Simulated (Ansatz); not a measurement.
# MgSc (Pm-3m): phonons and vibrational spectra

Task: relax MgSc (Pm-3m), then find its harmonic phonons.

Main program and level: Ansatz 0.2.0; DFT PBEsol, scalar-relativistic, plane waves, PAW.

Report form: the programs' logs are mostly left out.

## (1) The starting structure

It takes space group Pm-3m (No. 221, cubic). Conventional cell: a = 3.596 Å, b = 3.596 Å, c = 3.596 Å, α = 90.00°, β = 90.00°, γ = 90.00°. Nearest to Mg lie 8 Sc at 3.11 Å. Nearest to Sc lie 8 Mg at 3.11 Å. Farther neighbours are not listed.

Coordinates:

```cif
data_structure
_symmetry_space_group_name_H-M 'Pm-3m'
_symmetry_Int_Tables_number 221
_cell_length_a 3.5965
_cell_length_b 3.5965
_cell_length_c 3.5965
_cell_angle_alpha 90.000
_cell_angle_beta 90.000
_cell_angle_gamma 90.000
_cell_volume 46.52
loop_
_atom_site_label
_atom_site_type_symbol
_atom_site_symmetry_multiplicity
_atom_site_Wyckoff_symbol
_atom_site_fract_x
_atom_site_fract_y
_atom_site_fract_z
_atom_site_occupancy
Mg1 Mg 1 a 0.00000 0.00000 0.00000 1
Sc1 Sc 1 b 0.50000 0.50000 0.50000 1
```

## (2) Relaxation

The cell and atoms are relaxed, since residual forces and stress would shift the frequencies.

input.yaml

```yaml
crystal:
  lattice:
    - [3.59645124, 0.0, 0.0]
    - [0.0, 3.59645124, 0.0]
    - [0.0, 0.0, 3.59645124]
  atoms:
    - { symbol: Mg, position: [0.0, 0.0, 0.0] }
    - { symbol: Sc, position: [0.5, 0.5, 0.5] }
kpoints:
  mp_grid: { grid: [10, 10, 10] }
hamiltonian:
  xc: pbesol
scf:
  occupations: { method: gaussian, width: 0.1 }
output:
  forces: true
  stress: true
  eigenvalues: true
relax:
  adjacent_minimum: "off"
  f_tol: 0.005
  max_steps: 80
  cell: { stress_tol: 0.05 }
```

Command:

```
> ansatz run input.yaml --threads 4 --pin off --max-ram 7168MiB --backend cpu --events-out ev --progress --plain --runs-dir out
```

Wall time 4.8 s (4 threads of Arm Neoverse N1, shared host); peak memory 0.35 GiB; 17 s of CPU time.

Step by step:

| step | energy less that of the first step (eV) | largest force component (eV/Å) | pressure (GPa) | volume (Å³) |
| --- | --- | --- | --- | --- |
| 1 | 0.0000 | 0.0000 | -1.39 | 46.52 |
| 2 | -0.0057 | 0.0000 | 0.16 | 45.08 |
| 3 | -0.0058 | 0.0000 | -0.01 | 45.23 |
| 4* | -0.0057 | 0.0000 | -0.01 | 45.23 |

Relaxation steps marked * repeat the geometry before them on a plane-wave basis chosen anew for their cell, so energy and pressure can jump there.

Forces are held to the 48 operations that the run works with; a distortion that breaks them can't arise in this run.

| conventional cell, symmetrised | before | after | change |
| --- | --- | --- | --- |
| a (Å) | 3.596 | 3.563 | -0.9 % |
| b (Å) | 3.596 | 3.563 | -0.9 % |
| c (Å) | 3.596 | 3.563 | -0.9 % |
| volume (Å³/atom) | 23.26 | 22.61 | -2.8 % |

Final coordinates:

```cif
data_structure
_symmetry_space_group_name_H-M 'P 1'
_symmetry_Int_Tables_number 1
_cell_length_a 3.5628
_cell_length_b 3.5628
_cell_length_c 3.5628
_cell_angle_alpha 90.000
_cell_angle_beta 90.000
_cell_angle_gamma 90.000
_cell_volume 45.23
loop_
_atom_site_label
_atom_site_type_symbol
_atom_site_fract_x
_atom_site_fract_y
_atom_site_fract_z
_atom_site_occupancy
Mg1 Mg 0.00000 0.00000 0.00000 1
Sc2 Sc 0.50000 0.50000 0.50000 1
```

This step gave:

```
pressure          : -0.005361 GPa
volume per atom   : 22.61 Å³
gap on the k-mesh : 0 eV
```

In this step the volume went from 23.26 to 22.61 Å³/atom.

## (3) Tight relaxation

Phonons need a cell at rest on their own settings, so the relaxation is repeated with tight tolerances on forces and stress on the k mesh and occupations of the first response run.

input.yaml

```yaml
crystal:
  lattice:
    - [3.5628400337, 0.0, 0.0]
    - [0.0, 3.5628400337, 0.0]
    - [0.0, 0.0, 3.5628400337]
  atoms:
    - { symbol: Mg, position: [0.0, 0.0, 0.0] }
    - { symbol: Sc, position: [0.5, 0.5, 0.5] }
kpoints:
  mp_grid: { grid: [12, 12, 12] }
hamiltonian:
  xc: pbesol
scf:
  occupations: { method: methfessel_paxton, width: 0.15 }
output:
  forces: true
  stress: true
  eigenvalues: true
relax:
  adjacent_minimum: "off"
  f_tol: 0.001
  max_steps: 60
  cell: { stress_tol: 0.01 }
```

Run time: 3.5 s. Hardware: 4 threads; peak memory 0.37 GiB.

Little changed from the start: no atom moved by 0.005 Å and no cell edge by 0.1 %.

This step gave:

* pressure: -1.98e-5 GPa

The forces vanish by symmetry and the pressure is 0.000 GPa, within the tolerances set. The cell now holds 22.61 Å³/atom.

## (4) Linear response at the zone centre

The zone centre comes first: it holds the modes that light can see, as far as symmetry allows. No field response is asked, since the mesh shows no gap.

input.yaml, the sections that differ from step 3:

```yaml
output:
  eigenvalues: true
phonons:
  method: dfpt
# crystal, kpoints, hamiltonian, scf: as in step 3
# relax: removed
```

The job ended after 13 s (4 threads; peak memory 0.66 GiB; 49 s of CPU time).

This step gave:

| Quantity | Value |
| --- | --- |
| sum-rule residual before enforcement | 6.33e-5 eV/Å² |
| point group | m-3m |
| highest optical mode at the zone centre (no LO-TO term) | 265.5 cm⁻¹ |
| lowest optical zone-centre mode | 265.5 cm⁻¹ |

Patterns of degenerate modes are one choice out of their space. The modes at Γ (shares of kinetic energy by element, %):

| mode | frequency (cm⁻¹) | symmetry | Mg % | Sc % |
| --- | --- | --- | --- | --- |
| 1 | 0.0 | acoustic | 35 | 65 |
| 2 | 0.0 | acoustic | 35 | 65 |
| 3 | 0.0 | acoustic | 35 | 65 |
| 4 | 265.5 | T1u | 65 | 35 |
| 5 | 265.5 | T1u | 65 | 35 |
| 6 | 265.5 | T1u | 65 | 35 |

Displacements in mode 5 (265.5 cm⁻¹), the largest set to 1:
```
Mg1  0.00  0.00  1.00
Sc2  0.00  0.00 -0.54
```

Before it was imposed, the acoustic sum rule was missed by 6.3e-5 eV/Å². Small misses are needed for a sound result but don't prove that mesh and cutoff are converged. The lowest optical mode is real, 265 cm⁻¹.

## (5) Response at finite wavevector

Stability and thermal properties need the whole zone. Linear response on a 4×4×4 q mesh gives force constants as far as a supercell of that size would.

input.yaml, as its differences from that of step 4:

```diff
@@ -18 +18,8 @@
   method: dfpt
+  qmesh: [4, 4, 4]
+  temperatures: { t_max: 1000, t_step: 50 }
+  qpath:
+    path:
+      - [[0.0, 0.0, 0.0], [0.0, 0.5, 0.0], [0.5, 0.5, 0.0], [0.0, 0.0, 0.0], [0.5, 0.5, 0.5], [0.0, 0.5, 0.0]]
+      - [[0.5, 0.5, 0.5], [0.5, 0.5, 0.0]]
+    npoints: 10
```

Wall time 6.7 min (4 threads); peak memory 1.7 GiB; 26 min of CPU time.

Numbers from this step:

```yaml
sum_rule_residual_before_enforcement: 6.83e-5 eV/Å²
lowest_frequency_on_the_path: 0 cm⁻¹
highest_frequency_on_the_path_or_at_a_solved_wavevector: 265.9 cm⁻¹
mean_frequency: 178.2 cm⁻¹
debye_temperature_second_moment: 352 K
logarithmic_mean_frequency: 164 cm⁻¹
lowest_mode_on_the_q_mesh_acoustic_modes_at_gamma_apart: 51.38 cm⁻¹
zero_point_energy_per_atom: 33.15 meV
heat_capacity_at_300_k: 23.32 J/(mol atoms K)
vibrational_entropy_at_300_k: 31.78 J/(mol atoms K)
edges_of_the_widest_gap_between_branches_on_path_and_mesh: 178.5, 207.7 cm⁻¹
```

Frequencies (cm⁻¹) solved at each irreducible wavevector; negative means imaginary. Frequencies by wavevector, by row:

| q in reciprocal lattice units | star | mode 1 | mode 2 | mode 3 | mode 4 | mode 5 | mode 6 |
| --- | --- | --- | --- | --- | --- | --- | --- |
| 0 0 0 | 1 | 0 | 0 | 0 | 265.5 | 265.5 | 265.5 |
| 0 0 0.25 | 6 | 100.7 | 100.7 | 100.9 | 242 | 249.9 | 249.9 |
| 0 0 -0.5 | 3 | 132.7 | 163.7 | 163.7 | 207.7 | 222.8 | 222.8 |
| 0 0.25 0.25 | 12 | 51.4 | 124.6 | 153 | 216.2 | 240 | 261.6 |
| 0 0.25 -0.5 | 12 | 92.6 | 104.4 | 149.6 | 229.1 | 236.7 | 239.4 |
| 0 -0.5 -0.5 | 3 | 67.8 | 67.8 | 133.9 | 234.3 | 251.1 | 251.1 |
| 0.25 0.25 0.25 | 8 | 117.6 | 117.6 | 124.8 | 228.5 | 249.4 | 249.4 |
| 0.25 0.25 -0.5 | 12 | 98.2 | 115.4 | 171.2 | 224.1 | 236.7 | 244.8 |
| 0.25 -0.5 -0.5 | 6 | 126.5 | 126.5 | 169.7 | 228.2 | 240.1 | 240.1 |
| -0.5 -0.5 -0.5 | 1 | 175.4 | 175.4 | 175.4 | 215.7 | 215.7 | 215.7 |

Interpolated from a 4×4×4 q mesh. The phonon branches at the labelled points (cm⁻¹):

| point | branch 1 | branch 2 | branch 3 | branch 4 | branch 5 | branch 6 |
| --- | --- | --- | --- | --- | --- | --- |
| Γ | 0 | 0 | 0 | 266 | 266 | 266 |
| halfway | 101 | 101 | 101 | 242 | 250 | 250 |
| X | 133 | 164 | 164 | 208 | 223 | 223 |
| halfway | 93 | 104 | 150 | 229 | 237 | 239 |
| M | 68 | 68 | 134 | 234 | 251 | 251 |
| halfway | 51 | 125 | 153 | 216 | 240 | 262 |
| Γ | 0 | 0 | 0 | 266 | 266 | 266 |
| halfway | 118 | 118 | 125 | 228 | 249 | 249 |
| R | 175 | 175 | 175 | 216 | 216 | 216 |
| halfway | 98 | 115 | 171 | 224 | 237 | 245 |
| X | 133 | 164 | 164 | 208 | 223 | 223 |
| jump to R | 175 | 175 | 175 | 216 | 216 | 216 |
| halfway | 126 | 126 | 170 | 228 | 240 | 240 |
| M | 68 | 68 | 134 | 234 | 251 | 251 |

Tetrahedra on a 20×20×20 mesh, mean over bins of 5 cm-1. Interpolated from a 4×4×4 q mesh. The phonon density of states by wavenumber; read off at these points:

wavenumber (cm⁻¹), phonon density of states (1/cm⁻¹/cell) and a bar:
```
        2     0.0000 
        8     0.0000 
       18     0.0003 
       22     0.0006 
       32     0.0014 
       38     0.0019 #
       48     0.0034 #
       52     0.0046 ##
       58     0.0073 ##
       68     0.0138 #####
       72     0.0168 ######
       82     0.0203 #######
       88     0.0228 ########
       98     0.0284 ##########
      102     0.0262 #########
      108     0.0296 ##########
      112     0.0322 ###########
      118     0.0304 ##########
      122     0.0286 ##########
      132     0.0224 ########
      138     0.0250 ########
      148     0.0514 #################
      152     0.0308 ##########
      162     0.0203 #######
      168     0.0124 ####
      172     0.0104 ####
      182     0.0000 
      188     0.0000 
      198     0.0000 
      202     0.0000 
      212     0.0037 #
      218     0.0346 ############
      222     0.0460 ################
      228     0.0888 ##############################
      232     0.0857 #############################
      238     0.0862 #############################
      248     0.0769 ##########################
      252     0.0482 ################
      262     0.0236 ########
      268     0.0019 #
```

The partial phonon density of states has structure finer than the step of the table below, so its rows give means over 10 cm⁻¹, whole bins alone (the curve runs from -10 to 284 cm⁻¹). Peaks (cm⁻¹: height): Mg 230.3: 0.0870; Sc 112.0: 0.0307, 132.3: 0.0261, 147.1: 0.0449, 246.9: 0.0219.

Phonopy on the run's constants, 15x15x15 mesh, Gaussian sigma 2.1 cm-1. Interpolated from a 4×4×4 q mesh. Partial phonon density of states against wavenumber; means over each step; values in 1/cm⁻¹/cell:

| wavenumber (cm⁻¹) | Mg | Sc |
| --- | --- | --- |
| 0 | 3.1e-5 | 5.6e-5 |
| 10 | 9.9e-5 | 1.9e-4 |
| 20 | 4.6e-5 | 8.7e-5 |
| 30 | 6.0e-4 | 0.00113 |
| 40 | 8.5e-4 | 0.00163 |
| 50 | 0.00122 | 0.00238 |
| 60 | 0.00331 | 0.00670 |
| 70 | 0.00485 | 0.0102 |
| 80 | 0.00567 | 0.0126 |
| 90 | 0.00751 | 0.0179 |
| 100 | 0.00700 | 0.0196 |
| 110 | 0.00761 | 0.0243 |
| 120 | 0.00551 | 0.0213 |
| 130 | 0.00504 | 0.0222 |
| 140 | 0.00326 | 0.0276 |
| 150 | 0.00330 | 0.0384 |
| 160 | 0.00129 | 0.0205 |
| 170 | 5.2e-4 | 0.0114 |
| 180 | 7.8e-5 | 0.00397 |
| 190 | 0 | 4.5e-7 |
| 200 | 1.1e-5 | 0 |
| 210 | 0.00447 | 1.8e-4 |
| 220 | 0.0387 | 0.00256 |
| 230 | 0.0751 | 0.00933 |
| 240 | 0.0608 | 0.0180 |
| 250 | 0.0432 | 0.0180 |
| 260 | 0.0180 | 0.00872 |
| 270 | 0.00201 | 0.00105 |

Second derivatives of the energy by pair, one row for each kind of neighbour of each atom listed. Each entry sums the pair over the periodic images of the supercell that the q mesh stands for, and in a polar crystal it holds the long-range dipole part too. Force constants by pair, by row:

| atom | neighbour | distance (Å) | third of the trace (eV/Å²) | along the pair's line (eV/Å²) |
| --- | --- | --- | --- | --- |
| Mg1 | itself | 0 | 4.245 | – |
| Mg1 | Sc | 3.086 | -0.4802 | -1.364 |
| Mg1 | Mg | 3.563 | -0.0019 | 0.1448 |
| Mg1 | Mg | 5.039 | -0.0032 | -0.012 |
| Mg1 | Sc | 5.908 | -0.0093 | -0.037 |
| Mg1 | Mg | 6.171 | -0.0032 | -0.011 |
| Mg1 | Mg | 7.126 | -0.0197 | -0.055 |
| Sc2 | itself | 0 | 4.034 | – |
| Sc2 | Mg | 3.086 | -0.4802 | -1.364 |
| Sc2 | Sc | 3.563 | -0.0726 | -0.0168 |
| Sc2 | Sc | 5.039 | 0.0705 | 0.2143 |
| Sc2 | Mg | 5.908 | -0.0093 | -0.037 |
| Sc2 | Sc | 6.171 | -0.0257 | -0.0836 |
| Sc2 | Sc | 7.126 | -0.0204 | -0.1114 |

Harmonic thermodynamic functions per atom, from the density of states. Interpolated from a 4×4×4 q mesh. Thermodynamic functions, by row:

| T (K) | F_vib (meV/atom) | S (J/mol-atom/K) | C_V (J/mol-atom/K) |
| --- | --- | --- | --- |
| 0 | 33.15 | 0 | 0 |
| 50 | 32.77 | 2.628 | 6.006 |
| 100 | 29.62 | 9.756 | 14.86 |
| 200 | 12.45 | 22.65 | 21.52 |
| 300 | -16.01 | 31.78 | 23.32 |
| 400 | -52.63 | 38.59 | 24 |
| 500 | -95.52 | 43.99 | 24.34 |
| 600 | -143.5 | 48.44 | 24.52 |
| 700 | -195.7 | 52.23 | 24.63 |
| 800 | -251.6 | 55.53 | 24.7 |
| 900 | -310.7 | 58.44 | 24.75 |
| 1000 | -372.6 | 61.05 | 24.79 |

Harmonic mean-square displacement, third of the trace. Interpolated from a 4×4×4 q mesh. Mean square displacements, by row:

| T (K) | Mg1 U_eq (Å²) | Sc2 U_eq (Å²) |
| --- | --- | --- |
| 0 | 0.00384 | 0.00303 |
| 100 | 0.00558 | 0.00514 |
| 300 | 0.01295 | 0.01322 |
| 600 | 0.02509 | 0.026 |

Symmetry leaves 10 wavevectors to solve. The lowest mode among them, the acoustic zeros apart, lies at q = (0, 0.25, 0.25) and is real, 51.4 cm⁻¹.

## (6) Summary of results

| Item | Value |
| --- | --- |
| space group after relaxation (within 0.01 Å) | Pm-3m |
| volume per atom | 22.6 Å³ |
| electronic character | no gap on this mesh |
| highest optical mode at the zone centre (no LO-TO term) | 265 cm⁻¹ |
| lowest optical zone-centre mode | 265 cm⁻¹ |
| lowest mode on the q mesh (acoustic modes at Γ apart) | 51.4 cm⁻¹ |
| highest frequency on the path or at a solved wavevector | 266 cm⁻¹ |
| zero-point energy per atom | 33.1 meV |
| heat capacity at 300 K | 23.3 J/(mol atoms K) |
| vibrational entropy at 300 K | 31.8 J/(mol atoms K) |
| Debye temperature (second moment) | 352 K |
| imaginary modes on the 4×4×4 q mesh | none |

The structure is a minimum as far as tested: no mode is imaginary at the 10 irreducible wavevectors of the 4×4×4 mesh, and the softest away from the acoustic zeros lies at 51 cm⁻¹. The optical modes at Γ form one degenerate level at 265 cm⁻¹. The highest mode in this list at Γ, 265.5 cm⁻¹, has its largest share on Mg (65 % of the kinetic energy). On the path and the mesh, the widest gap between branches runs from 178 to 208 cm⁻¹. With no gap, or one that is small against the smearing, the frequencies hang on the k mesh and the smearing, most of all near Kohn anomalies. The phonon runs are without spin polarisation, although the cell has an odd electron count. These are harmonic frequencies at zero temperature: anharmonic shifts, linewidths and thermal expansion are left out.

[Logs are printed without paths, hosts, clocks, repeated set-up lines and the standing remarks that a program may print on its own settings, such as how far it seeks lower states.]

[Hosts, paths, dates, database ids (printed as entryN), source tags and the programs' standing remarks are cut or masked in the printed files.]
